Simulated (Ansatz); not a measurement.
# I on Ta(110), ontop start, 2x2 cell: photoemission fingerprints, part 2 of 4

Wanted: core-level shifts and unfolded surface bands for I on Ta(110), ontop start, 2x2 cell.

Ansatz 0.2.0; DFT, PBE, plane-wave PAW, default files, scalar-relativistic.

So far, work function, upper face (eV): step 2 (the clean face) 4.79.

### 3. Relaxation

System of this step: Ta16I. The cell holds 17 atoms: 1 I and 16 Ta. Cell: a = 6.620 Å, b = 5.733 Å, c = 24.772 Å, α = 90.0°, β = 90.0°, γ = 54.7°. It derives from Ta. How the cell was made: adsorbate; added: I; site: ontop; coverage 0.25 monolayer; cell: 2x2; on one face. Regions: ad, 1 atom (1 I); L1, 4 atoms (4 Ta); L2, 4 atoms (4 Ta); L3, 4 atoms (4 Ta); rest, 4 atoms (4 Ta). Vacuum lies along c.

Levels and vacuum steps follow bond lengths, so the atoms are relaxed first. 8 atoms are held to stand for the bulk. A dipole correction cancels the field between unlike faces.

File input.yaml:

```yaml
crystal:
  lattice:
    - [6.62, 0.0, 0.0]
    - [3.31, 4.6810468915, 0.0]
    - [0.0, 0.0, 24.7715703372]
  atoms:
    - { symbol: I, position: [0.000953055, 0.0, 0.697233567] }
    - { symbol: Ta, position: [0.0, 0.0, 0.586219208] }
    - { symbol: Ta, position: [0.5, 0.0, 0.586219208] }
    - { symbol: Ta, position: [0.0, 0.5, 0.586219208] }
    - { symbol: Ta, position: [0.5, 0.5, 0.586219208] }
    - { symbol: Ta, position: [0.75, 0.5, 0.49173495] }
    - { symbol: Ta, position: [0.25, 0.5, 0.49173495] }
    - { symbol: Ta, position: [0.75, 0.0, 0.49173495] }
    - { symbol: Ta, position: [0.25, 0.0, 0.49173495] }
    - { symbol: Ta, position: [0.0, 0.0, 0.397250691] }
    - { symbol: Ta, position: [0.5, 0.0, 0.397250691] }
    - { symbol: Ta, position: [0.0, 0.5, 0.397250691] }
    - { symbol: Ta, position: [0.5, 0.5, 0.397250691] }
    - { symbol: Ta, position: [0.75, 0.5, 0.302766433] }
    - { symbol: Ta, position: [0.25, 0.5, 0.302766433] }
    - { symbol: Ta, position: [0.75, 0.0, 0.302766433] }
    - { symbol: Ta, position: [0.25, 0.0, 0.302766433] }
kpoints:
  mp_grid: { grid: [6, 6, 1] }
scf:
  occupations: { method: fermi_dirac, width: 0.05 }
  n_extra_bands: 14
hamiltonian:
  xc: pbe
  pseudopotentials: { kind: paw }
output:
  forces: true
  write_potential: true
  volumetric_format: []
efield:
  axis: 3
  dipole_correction: true
relax:
  f_tol: 0.03
  max_steps: 45
  constraints: [{ sites: [9, 10, 11, 12, 13, 14, 15, 16] }]
```

Launch:

```bash
ansatz run input.yaml --threads 8 --pin off --max-ram 20480MiB --backend cpu --events-out ev --progress --plain --runs-dir out
```

Numbers of over 12 decimals in the logs are rounded to 6 here.

Output:

```text
[...]
Crystal: 17 atoms, lattice volume = 767.635 Å³
Basis set: ecut = 420 eV, 15055 PW (Γ), exchange–correlation on 90×80×360 points (8 copies of the dense FFT grid, shifted against one another)
Bands: 127, of which v1, the nominal top of the filled ones, is band 113 counted from 1 (112 counted from 0)
Symmetry: 2 space group operations
[...]
k-points: 13 of 36 (time reversal used)
[...]
SCF iter   1: F=—  HF=-166421.655069 eV  |F-HF|=—  |Δ(HF+E_count)|=         —  Δρ=1.06e-2  dr2=2.98e1  ethr=1.77e-3  p=0.021 e·Å  D=4.91e-3 V/Å  ΔV_dip=-0.12 eV  dr2_dipole=1.04e1  V_vac-E_F(+/−)=4.76/4.89 eV  ⟨swp⟩=10.7  Hψ=8277  notcnv=0  defer=1
[...]
SCF iter   6: F=-166421.054573 eV  HF=-166421.054581 eV  |F-HF|=7.44e-6  |Δ(HF+E_count)|=   7.22e-6  Δρ=2.43e-5  dr2=1.20e-5  ethr=1.00e-8  p=0.039 e·Å  D=9.17e-3 V/Å  ΔV_dip=-0.23 eV  dr2_dipole=2.56e-10  V_vac-E_F(+/−)=4.57/4.80 eV  ⟨swp⟩=15.2  Hψ=19095  notcnv=0
SCF 1 converged in 6 iterations: F = -166421.054573 eV  dr2 = 1.20e-5
[...]
relax step   1: F+E_penalty+E_count = -166421.05457333 eV  Δ(F+E_penalty+E_count) = +0.000e0 eV  max|allowed force component| = 1.011e0 eV/Å  Δτ_max = 0.0000 Å  (6 SCF iters, dr2 threshold 2.25e-5 eV, accepted)
[...]
SCF iter   1: F=—  HF=-166421.284811 eV  |F-HF|=—  |Δ(HF+E_count)|=         —  Δρ=5.47e-3  dr2=1.11e0  ethr=3.25e-4  p=0.039 e·Å  D=9.18e-3 V/Å  ΔV_dip=-0.23 eV  dr2_dipole=2.70e-1  V_vac-E_F(+/−)=4.59/4.82 eV  ⟨swp⟩=2.2  Hψ=5607  notcnv=0  defer=13
[...]
eigensolver tolerance schedule calibrated: the retry pair's looser diagonalisation under-reported the residual by θ = 0.34 (0.35/decade); ethr = c·dr2/N_el runs at the constant in force after the calibration composes with the one it found (an armed cap, an earlier calibration), c = 8.4e-3
[...]
SCF iter   2: F=—  HF=-166421.252896 eV  |F-HF|=—  |Δ(HF+E_count)|=   3.19e-2  Δρ=3.25e-3  dr2=2.50e-1  ethr=4.11e-5  p=0.032 e·Å  D=7.62e-3 V/Å  ΔV_dip=-0.19 eV  dr2_dipole=5.07e-6  V_vac-E_F(+/−)=4.61/4.80 eV  ⟨swp⟩=4.0  Hψ=4005  notcnv=0  defer=13
[...]
SCF iter   6: F=-166421.212312 eV  HF=-166421.212383 eV  |F-HF|=7.14e-5  |Δ(HF+E_count)|=   4.04e-6  Δρ=2.83e-5  dr2=6.01e-5  ethr=2.37e-9  p=0.023 e·Å  D=5.50e-3 V/Å  ΔV_dip=-0.14 eV  dr2_dipole=1.84e-5  V_vac-E_F(+/−)=4.67/4.80 eV  ⟨swp⟩=12.8  Hψ=17474  notcnv=0
SCF 2 converged in 6 iterations: F = -166421.212312 eV  dr2 = 6.01e-5
[...]
relax step   2: F+E_penalty+E_count = -166421.21231208 eV  Δ(F+E_penalty+E_count) = -1.577e-1 eV  max|allowed force component| = 4.150e-1 eV/Å  Δτ_max = 0.1949 Å  (6 SCF iters, dr2 threshold 6.39e-5 eV, accepted)
SCF iter   1: F=—  HF=-166421.258757 eV  |F-HF|=—  |Δ(HF+E_count)|=         —  Δρ=3.97e-3  dr2=5.26e-1  ethr=2.43e-3  p=0.023 e·Å  D=5.50e-3 V/Å  ΔV_dip=-0.14 eV  dr2_dipole=9.27e-2  V_vac-E_F(+/−)=4.67/4.81 eV  ⟨swp⟩=4.5  Hψ=3145  notcnv=0  defer=12
[...]
SCF iter   7: F=-166421.232358 eV  HF=-166421.232359 eV  |F-HF|=6.04e-7  |Δ(HF+E_count)|=   2.68e-6  Δρ=1.03e-5  dr2=1.27e-6  ethr=4.78e-9  p=0.014 e·Å  D=3.19e-3 V/Å  ΔV_dip=-0.08 eV  dr2_dipole=6.01e-8  V_vac-E_F(+/−)=4.73/4.81 eV  ⟨swp⟩=13.6  Hψ=15605  notcnv=0
SCF 3 converged in 7 iterations: F = -166421.232358 eV  dr2 = 1.27e-6
  Residual-converged pass: ⟨swp⟩=1.0  Hψ=1703  notcnv=0  max |occ|·‖R‖ = 7.0e-9 eV (tolerance 1.0e-8 eV)  dr2=1.27e-6  dr2_onsite=5.85e-8  max |Δocc| = 4.2e-11
relax step   3: F+E_penalty+E_count = -166421.23235827 eV  Δ(F+E_penalty+E_count) = -2.005e-2 eV  max|allowed force component| = 3.220e-1 eV/Å  Δτ_max = 0.0791 Å  (7 SCF iters, dr2 threshold 1.08e-5 eV, accepted)
[... from here on, the SCF cycles and remarks between the steps are left out ...]
relax step   4: F+E_penalty+E_count = -166421.22978995 eV  Δ(F+E_penalty+E_count) = +2.568e-3 eV  max|allowed force component| = 6.382e-1 eV/Å  Δτ_max = 0.0832 Å  (6 SCF iters, dr2 threshold 1.75e-5 eV, rejected (line search))
relax step   5: F+E_penalty+E_count = -166421.25015191 eV  Δ(F+E_penalty+E_count) = -1.779e-2 eV  max|allowed force component| = 8.256e-2 eV/Å  Δτ_max = 0.0413 Å  (8 SCF iters, accepted)
relax step   6: F+E_penalty+E_count = -166421.25491208 eV  Δ(F+E_penalty+E_count) = -4.760e-3 eV  max|allowed force component| = 7.849e-2 eV/Å  Δτ_max = 0.1000 Å  (8 SCF iters, accepted)
relax step   7: F+E_penalty+E_count = -166421.26797362 eV  Δ(F+E_penalty+E_count) = -1.306e-2 eV  max|allowed force component| = 1.561e-1 eV/Å  Δτ_max = 0.1463 Å  (7 SCF iters, accepted)
relax step   8: F+E_penalty+E_count = -166421.31021283 eV  Δ(F+E_penalty+E_count) = -4.224e-2 eV  max|allowed force component| = 2.447e-1 eV/Å  Δτ_max = 0.1953 Å  (5 SCF iters, dr2 threshold 2.20e-5 eV, accepted)
relax step   9: F+E_penalty+E_count = -166421.39686736 eV  Δ(F+E_penalty+E_count) = -8.665e-2 eV  max|allowed force component| = 3.180e-1 eV/Å  Δτ_max = 0.1960 Å  (5 SCF iters, dr2 threshold 5.99e-5 eV, accepted)
relax step  10: F+E_penalty+E_count = -166421.53070381 eV  Δ(F+E_penalty+E_count) = -1.338e-1 eV  max|allowed force component| = 4.516e-1 eV/Å  Δτ_max = 0.1953 Å  (5 SCF iters, dr2 threshold 1.00e-4 eV, accepted)
relax step  11: F+E_penalty+E_count = -166421.70007898 eV  Δ(F+E_penalty+E_count) = -1.694e-1 eV  max|allowed force component| = 5.766e-1 eV/Å  Δτ_max = 0.1948 Å  (5 SCF iters, dr2 threshold 1.00e-4 eV, accepted)
relax step  12: F+E_penalty+E_count = -166421.90357410 eV  Δ(F+E_penalty+E_count) = -2.035e-1 eV  max|allowed force component| = 6.538e-1 eV/Å  Δτ_max = 0.1942 Å  (5 SCF iters, dr2 threshold 1.00e-4 eV, accepted)
relax step  13: F+E_penalty+E_count = -166422.07647632 eV  Δ(F+E_penalty+E_count) = -1.729e-1 eV  max|allowed force component| = 5.645e-1 eV/Å  Δτ_max = 0.1950 Å  (5 SCF iters, dr2 threshold 1.00e-4 eV, accepted)
relax step  14: F+E_penalty+E_count = -166422.18970060 eV  Δ(F+E_penalty+E_count) = -1.132e-1 eV  max|allowed force component| = 3.474e-1 eV/Å  Δτ_max = 0.2000 Å  (5 SCF iters, dr2 threshold 1.00e-4 eV, accepted)
relax step  15: F+E_penalty+E_count = -166422.23569965 eV  Δ(F+E_penalty+E_count) = -4.600e-2 eV  max|allowed force component| = 4.060e-2 eV/Å  Δτ_max = 0.1925 Å  (6 SCF iters, dr2 threshold 4.57e-5 eV, accepted)
relax step  16: F+E_penalty+E_count = -166422.23570448 eV  Δ(F+E_penalty+E_count) = -4.824e-6 eV  max|allowed force component| = 4.138e-2 eV/Å  Δτ_max = 0.0000 Å  (4 SCF iters, accepted)
relax step  17: F+E_penalty+E_count = -166422.23620523 eV  Δ(F+E_penalty+E_count) = -5.007e-4 eV  max|allowed force component| = 3.857e-2 eV/Å  Δτ_max = 0.0130 Å  (7 SCF iters, accepted)
relax step  18: F+E_penalty+E_count = -166422.23635599 eV  Δ(F+E_penalty+E_count) = -1.508e-4 eV  max|allowed force component| = 3.256e-3 eV/Å  Δτ_max = 0.0049 Å  (4 SCF iters, dr2 threshold 1.29e-6 eV, accepted)
[...]
SCF iter   3: F=-166422.236357 eV  HF=-166422.236357 eV  |F-HF|=3.87e-9  |Δ(HF+E_count)|=   3.77e-8  Δρ=8.51e-7  dr2=1.22e-8  ethr=4.44e-11  p=0.165 e·Å  D=3.89e-2 V/Å  ΔV_dip=-0.96 eV  dr2_dipole=5.05e-12  V_vac-E_F(+/−)=3.86/4.82 eV  ⟨swp⟩=11.5  Hψ=13521  notcnv=0
SCF 19 converged in 3 iterations: F = -166422.236357 eV  dr2 = 1.22e-8
relax step  19: F+E_penalty+E_count = -166422.23635673 eV  Δ(F+E_penalty+E_count) = -7.381e-7 eV  max|allowed force component| = 3.252e-3 eV/Å  Δτ_max = 0.0000 Å  (3 SCF iters, accepted)
NSCF: frozen V_eff on 13 k-points
[...]
SCF converged after 3 iterations
Free energy (F): -166422.236357 eV
[...]
Internal energy: -166422.059275 eV  (E = F + TS)
E sigma→0 (E₀):  -166422.147816 eV
Entropy (-TS):   -0.177082 eV (-10.417 meV/atom)
Fermi energy:    5.073051 eV
Dipole field:    D = 0.038897 V/Å  (p = 0.165009 e·Å, saw-weighted, corrected)
Work function:   Φ+ = 3.8605 eV   Φ− = 4.8239 eV
[...]
--- Forces (eV/Å), atoms counted from 1 ---
  atom   1  I     -0.00007195     0.00000000    -0.00062283
  atom   2  Ta    -0.00246279    -0.00000000     0.00082301
  atom   3  Ta    -0.00235784     0.00000000    -0.00001995
  atom   4  Ta     0.00324130    -0.00069375    -0.00056653
  atom   5  Ta     0.00324130     0.00069375    -0.00056653
  atom   6  Ta    -0.00085987     0.00325217    -0.00011052
  atom   7  Ta    -0.00085987    -0.00325217    -0.00011052
  atom   8  Ta     0.00141621    -0.00000000    -0.00061582
  atom   9  Ta     0.00024225    -0.00000000    -0.00003182
  atom  10  Ta     0.08847938    -0.00000000    -0.46052572
  atom  11  Ta    -0.08973693     0.00000000    -0.46188713
  atom  12  Ta    -0.00026905     0.00995795    -0.33337375
  atom  13  Ta    -0.00026905    -0.00995795    -0.33337375
  atom  14  Ta    -0.00000548    -0.00016913     0.39086491
  atom  15  Ta    -0.00000548     0.00016913     0.39086491
  atom  16  Ta     0.00005793    -0.00000000     0.38500897
  atom  17  Ta     0.00022278    -0.00000000     0.42423052
  max |Σ_I F_I| component: 1.25e-5 eV/Å
--- Band table (eV; the first three rows and the last of 13) ---
  k-point 0: bands = [... 109 lower, 5.2749, 5.2899, 5.4926, 5.5198, 5.6262, 6.1147, 6.1723, 6.2500, ... 10 higher]
  k-point 1: bands = [... 109 lower, 5.1468, 5.2963, 5.3673, 5.5611, 5.6295, 5.7647, 5.8096, 5.9642, ... 10 higher]
  k-point 2: bands = [... 109 lower, 4.9715, 5.1590, 5.2375, 5.3246, 5.3459, 5.3487, 5.4191, 5.4662, ... 10 higher]
  k-point 12: bands = [... 109 lower, 4.5414, 4.5878, 4.6764, 4.7029, 4.7337, 4.9383, 5.0130, 5.1617, ... 10 higher]
--- Relaxed structure (19 steps of the walk, 18 accepted, 0 SCFs on fresh bases) ---
  F+E_penalty+E_count = -166422.23635673 eV   max|allowed force component| = 3.252e-3 eV/Å
  atoms:
    - { symbol: I, position: [0.249965, -3.9097138022595224e-17, 0.673411] }
    - { symbol: Ta, position: [-0.023916, 3.755022044448471e-18, 0.584300] }
    - { symbol: Ta, position: [0.523889, -3.750815569732733e-18, 0.584310] }
    - { symbol: Ta, position: [0.000164927, 0.499520, 0.582419] }
    - { symbol: Ta, position: [0.499685, 0.500480, 0.582419] }
    - { symbol: Ta, position: [0.750011, 0.499941, 0.491541] }
    - { symbol: Ta, position: [0.249952, 0.500059, 0.491541] }
    - { symbol: Ta, position: [0.749949, 0, 0.489019] }
    - { symbol: Ta, position: [0.249995, 0, 0.493290] }
    - { symbol: Ta, position: [0.0, 0.0, 0.397250691] }
    - { symbol: Ta, position: [0.5, 0.0, 0.397250691] }
    - { symbol: Ta, position: [-5.551115123125783e-17, 0.500000, 0.397250691] }
    - { symbol: Ta, position: [0.500000, 0.500000, 0.397250691] }
    - { symbol: Ta, position: [0.75, 0.500000, 0.302766] }
    - { symbol: Ta, position: [0.250000, 0.500000, 0.302766] }
    - { symbol: Ta, position: [0.750000, 0.0, 0.302766] }
    - { symbol: Ta, position: [0.25, 0.0, 0.302766] }
```

Wall time 4.8 min (8 threads of Arm Neoverse V2, shared host); peak memory 3.7 GiB; 38 min of CPU time.

Relaxation path:

| step | energy less that of the first step (eV) | largest force component (eV/Å) |
| --- | --- | --- |
| 1 | 0.0000 | 1.0110 |
| 2 | -0.1577 | 0.4150 |
| 3 | -0.1778 | 0.3220 |
| 4 | -0.1752 | 0.6382 |
| 5 | -0.1956 | 0.0826 |
| 6 | -0.2003 | 0.0785 |
| 7 | -0.2134 | 0.1561 |
| 8 | -0.2556 | 0.2447 |
| 9 | -0.3423 | 0.3180 |
| 10 | -0.4761 | 0.4516 |
| 11 | -0.6455 | 0.5766 |
| 12 | -0.8490 | 0.6538 |
| 13 | -1.0219 | 0.5645 |
| 14 | -1.1351 | 0.3474 |
| 15 | -1.1811 | 0.0406 |
| 16 | -1.1811 | 0.0414 |
| 17 | -1.1816 | 0.0386 |
| 18 | -1.1818 | 0.0033 |
| 19 | -1.1818 | 0.0033 |

Relaxation step 4 was tried and not accepted.

Forces are held to the 2 operations that the run works with; a distortion that breaks them can't arise in this run.

The atoms that moved most (Å):

| atom | dx | dy | dz | length |
| --- | --- | --- | --- | --- |
| I1 | 1.648 | 0.000 | -0.590 | 1.751 |
| Ta2 | -0.158 | 0.000 | -0.048 | 0.165 |
| Ta3 | 0.158 | 0.000 | -0.047 | 0.165 |
| Ta5 | 0.000 | 0.002 | -0.094 | 0.094 |
| Ta4 | 0.000 | -0.002 | -0.094 | 0.094 |
| Ta8 | 0.000 | 0.000 | -0.067 | 0.067 |
| Ta9 | 0.000 | 0.000 | 0.039 | 0.039 |

This step gave:

- free energy: -166422.2364 eV
- energy at zero smearing: -166422.1478 eV
- smearing term TS: 0.1771 eV
- Fermi energy: 5.073 eV
- symmetry operations: 2
- work function, upper face: 3.861 eV
- work function, lower face: 4.824 eV

The relaxation ends 70 meV an atom lower, with a largest force component of 0.0033 eV/Å on the free atoms. Between step 2 and this run (17 atoms) the value for the work function, upper face moves from 4.79 eV to 3.86 eV (-19 %).

### 4. Layer-resolved bands, DOS and potential

The main run: bands along the zone's path, each state's share in the top and middle regions, the DOS and the planar potential. The cell holds 4 small cells, so the bands are unfolded.

File input.yaml:

```yaml
crystal:
  lattice:
    - [6.62, 0.0, 0.0]
    - [3.31, 4.6810468915, 0.0]
    - [0.0, 0.0, 24.7715703372]
  atoms:
    - { symbol: I, position: [0.2499647473, 0.0, 0.6734112191] }
    - { symbol: Ta, position: [-0.0239159294, 0.0, 0.5843001807] }
    - { symbol: Ta, position: [0.5238891382, 0.0, 0.5843102016] }
    - { symbol: Ta, position: [0.0001649271, 0.4995195766, 0.5824193108] }
    - { symbol: Ta, position: [0.4996845036, 0.5004804234, 0.5824193108] }
    - { symbol: Ta, position: [0.7500106275, 0.4999414147, 0.4915405887] }
    - { symbol: Ta, position: [0.2499520421, 0.5000585853, 0.4915405887] }
    - { symbol: Ta, position: [0.7499487141, 0.0, 0.4890185711] }
    - { symbol: Ta, position: [0.2499951829, 0.0, 0.4932900975] }
    - { symbol: Ta, position: [0.0, 0.0, 0.397250691] }
    - { symbol: Ta, position: [0.5, 0.0, 0.397250691] }
    - { symbol: Ta, position: [0.0, 0.5, 0.397250691] }
    - { symbol: Ta, position: [0.5, 0.5, 0.397250691] }
    - { symbol: Ta, position: [0.75, 0.5, 0.302766433] }
    - { symbol: Ta, position: [0.25, 0.5, 0.302766433] }
    - { symbol: Ta, position: [0.75, 0.0, 0.302766433] }
    - { symbol: Ta, position: [0.25, 0.0, 0.302766433] }
kpoints:
  mp_grid: { grid: [8, 8, 1] }
scf:
  occupations: { method: fermi_dirac, width: 0.05 }
  n_extra_bands: 21
hamiltonian:
  xc: pbe
  pseudopotentials: { kind: paw }
output:
  forces: true
  write_potential: true
  volumetric_format: []
  dos:
    projected:
      site_lists:
        adsorbate: [0]
        layer_1: [1, 2, 3, 4]
        layer_2: [5, 6, 7, 8]
        layer_3: [9, 10, 11, 12]
        other_layers: [13, 14, 15, 16]
    de: 0.05
    e_range: [-30, 12]
    method: { smearing: { sigma: 0.15, scheme: gaussian } }
  eigenstates:
    kpoints:
      - [0.0, 0.0, 0.0]
      - [-0.125, 0.0, 0.0]
      - [-0.25, 0.0, 0.0]
      - [-0.375, 0.0, 0.0]
      - [0.5, 0.0, 0.0]
      - [0.375, 0.0, 0.0]
      # [... 20 more points ...]
      - [-0.14285714, 0.14285714, 0.0]
      - [-0.07142857, 0.07142857, 0.0]
    e_range: [-8.0, 4.0]
    unfold:
      supercell_matrix: [[2, 0, 0], [0, 2, 0], [0, 0, 1]]
      layers:
        axis: 3
        edges: [0.141291, 0.358274, 0.443537, 0.532641, 0.628859, 0.834885]
efield:
  axis: 3
  dipole_correction: true
```

Output:

```text
[...]
Crystal: 17 atoms, lattice volume = 767.635 Å³
Basis set: ecut = 420 eV, 15055 PW (Γ), exchange–correlation on 90×80×360 points (8 copies of the dense FFT grid, shifted against one another)
Bands: 134, of which v1, the nominal top of the filled ones, is band 113 counted from 1 (112 counted from 0)
Symmetry: 2 space group operations
[...]
k-points: 21 of 64 (time reversal used)
[...]
SCF iter   1: F=—  HF=-166422.379567 eV  |F-HF|=—  |Δ(HF+E_count)|=         —  Δρ=5.27e-3  dr2=4.20e0  ethr=1.77e-3  p=0.175 e·Å  D=4.13e-2 V/Å  ΔV_dip=-1.02 eV  dr2_dipole=3.75e-1  V_vac-E_F(+/−)=3.94/4.97 eV  ⟨swp⟩=10.2  Hψ=13567  notcnv=0  defer=53
[...]
SCF iter   8: F=-166422.257098 eV  HF=-166422.257098 eV  |F-HF|=1.24e-8  |Δ(HF+E_count)|=   3.14e-7  Δρ=1.96e-6  dr2=7.52e-8  ethr=4.44e-11  p=0.168 e·Å  D=3.97e-2 V/Å  ΔV_dip=-0.98 eV  dr2_dipole=3.18e-9  V_vac-E_F(+/−)=3.85/4.84 eV  ⟨swp⟩=26.3  Hψ=26992  notcnv=0
SCF 1 converged in 8 iterations: F = -166422.257098 eV  dr2 = 7.52e-8
[...]
efield: sawtooth ramp at fractional position 0.9381 (kept from the solve that this one continues, or follows in the run), width 0.1000; the density the first Hamiltonian is built on has a dipole p = 0.168 e·Å; the dipole correction subtracts the counter field D = 3.97e-2 V/Å, which shifts the + side's vacuum level by -0.98 eV against the − side's; the planar-averaged density in the ramp window peaks in size at 6.4e-6 e/Å³
[...]
SCF converged after 8 iterations
Free energy (F): -166422.257098 eV
[...]
Internal energy: -166422.087795 eV  (E = F + TS)
E sigma→0 (E₀):  -166422.172446 eV
Entropy (-TS):   -0.169303 eV (-9.959 meV/atom)
Fermi energy:    5.058286 eV
Dipole field:    D = 0.039734 V/Å  (p = 0.168559 e·Å, saw-weighted, corrected)
Work function:   Φ+ = 3.8540 eV   Φ− = 4.8382 eV
[...]
--- Forces (eV/Å), atoms counted from 1 ---
  atom   1  I     -0.00007612     0.00000000     0.00305857
  atom   2  Ta     0.01965357    -0.00000000     0.02225183
  atom   3  Ta    -0.02449356     0.00000000     0.02141703
  atom   4  Ta     0.00326897    -0.01267897     0.01339204
  atom   5  Ta     0.00326897     0.01267897     0.01339204
  atom   6  Ta    -0.00086430     0.00323377     0.02266653
  atom   7  Ta    -0.00086430    -0.00323377     0.02266653
  atom   8  Ta     0.00131569    -0.00000000     0.03538913
  atom   9  Ta     0.00027844    -0.00000000    -0.01552902
  atom  10  Ta     0.07664303    -0.00000000    -0.49558186
  atom  11  Ta    -0.07785857     0.00000000    -0.49691164
  atom  12  Ta    -0.00027478     0.01858048    -0.39722761
  atom  13  Ta    -0.00027478    -0.01858048    -0.39722761
  atom  14  Ta    -0.00000052    -0.00017759     0.39551592
  atom  15  Ta    -0.00000052     0.00017759     0.39551592
  atom  16  Ta     0.00007547    -0.00000000     0.39342567
  atom  17  Ta     0.00020369    -0.00000000     0.46390537
  max |Σ_I F_I| component: 1.19e-4 eV/Å
--- Band table (eV; the first three rows and the last of 21) ---
  k-point 0: bands = [... 109 lower, 5.2617, 5.2800, 5.4754, 5.5095, 5.6093, 6.0996, 6.1587, 6.2371, ... 17 higher]
  k-point 1: bands = [... 109 lower, 5.1895, 5.3236, 5.3807, 5.5823, 5.6130, 5.8562, 5.9257, 6.0183, ... 17 higher]
  k-point 2: bands = [... 109 lower, 5.1558, 5.1969, 5.3050, 5.3581, 5.4599, 5.5806, 5.6074, 5.6738, ... 17 higher]
  k-point 20: bands = [... 109 lower, 4.4149, 4.4204, 4.6386, 4.6702, 4.6873, 4.8196, 5.0089, 5.1691, ... 17 higher]
```

Run time: 1.9 min. Hardware: 8 threads; peak memory 5.6 GiB.

Numbers from this step:

```yaml
free_energy: -166422.2571 eV
energy_at_zero_smearing: -166422.1724 eV
smearing_term_ts: 0.1693 eV
fermi_energy: 5.058 eV
share_of_occupied_states_in_no_projected_shell: 0.0175 of the occupied states in the window
dos_at_the_fermi_level: 20.72 states/eV/cell
work_function_upper_face: 3.854 eV
work_function_lower_face: 4.838 eV
```

A(k,E), total over k along the path and E. Zero: Fermi level.

Ten even steps from '0' (0.0 eV⁻¹) to '9' (6.7 eV⁻¹), each cell a mean:
```
000200024533200120002523211320
200131116421410022110322210202
220025453512031003555200022122
121026767242013003774112444221
322254368412232235337853321333
236976655410124896664763223432
015533243243202653224444235630
897543321212389654332356654357
311111100210131111110024556444
000000000122100000000012345300
012100000332212200000022476230
322100002355432210000212510424
121210002124412121001213000131
532021020213453102112010000035
121212211121112111221111100111
223011111211112211111120000011
001202211100000211221110000000
000210010000000020000100000000
000012112000000001111100000000
000010110000000010110000000000
000011010000000001001000000000
000002200000000000220000000000
```
Columns: k along the path (Å⁻¹) from 0 to 5.89 (not evenly spaced); rows upwards: E (eV) from -7.7 to 2.03.

(Continued in part 3 of 4.)

[Logs are printed without paths, hosts, clocks, repeated set-up lines and the standing remarks that a program may print on its own settings, such as how far it seeks lower states.]

[Hosts, paths, dates, database ids (printed as entryN), source tags and the programs' standing remarks are cut or masked in the printed files.]

[Maps of the electrostatic potential energy from Ansatz leave out the sawtooth potential of an applied field or a dipole correction, so their vacuum need not be flat; work functions include it.]
